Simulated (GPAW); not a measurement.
Computed results, one entry a study.

### A GW chain in GPAW: CdBr2 (R-3m)

The structure is trigonal, space group R-3m (No. 166). The conventional cell has a = 3.950 Å, b = 3.950 Å, c = 18.670 Å, α = 90.00°, β = 90.00°, γ = 120.00°. Cd has 6 Br at 2.76 Å nearest. Nearest to Br lie 3 Cd at 2.76 Å. Farther neighbours and most contacts between anions are not listed.

- method: DFT, LDA, plane waves, PAW (and 1 further level or step)
- program: GPAW 26.7.0
- settings of one run: cutoff 450 eV, GPAW PAW setups 1.2.1 data release, 4×4×4 k-mesh, nbands 77
- cost: 3 runs, 2 min in all on 4 MPI ranks of Arm Neoverse V2, shared host (the runs of this entry)
- notes: The database entry behind the starting cell has ideal inner coordinates that were not refined. The cell and positions come from the Crystallography Open Database and are kept as given unless a step says otherwise. Limits: no spin-orbit coupling. Only 2 of the mesh’s irreducible points were corrected, so a valley elsewhere could overtake. Bands and cutoff are finite, so the gap is not at the basis limit. The miss can reach some tenths of an eV and take either sign; the mesh is an error of its own.
- LDA gap: 2.56 eV, indirect
- G0W0 gap on the mesh: 4.32 eV
- G0W0 gap over the zone (rigid shift): 4.29 eV
- GW settings: 4×4×4 mesh, 67 bands, screening to 50 eV, Godby-Needs plasmon pole
- known limits: not at the basis limit; no spin-orbit coupling

G0W0 moves the gap on the mesh from 2.58 eV to 4.32 eV (+1.74 eV), with Z of 0.81 and 0.84 at the edges. The mesh misses the band edges by 0.03 eV in all; a rigid shift gives 4.29 eV for the zone.

[Runs of the session that timed out or met a known fault of the program may be left out.]

[Hosts, paths, dates, database ids (printed as entryN), source tags and the programs' standing remarks are cut or masked in the printed files.]
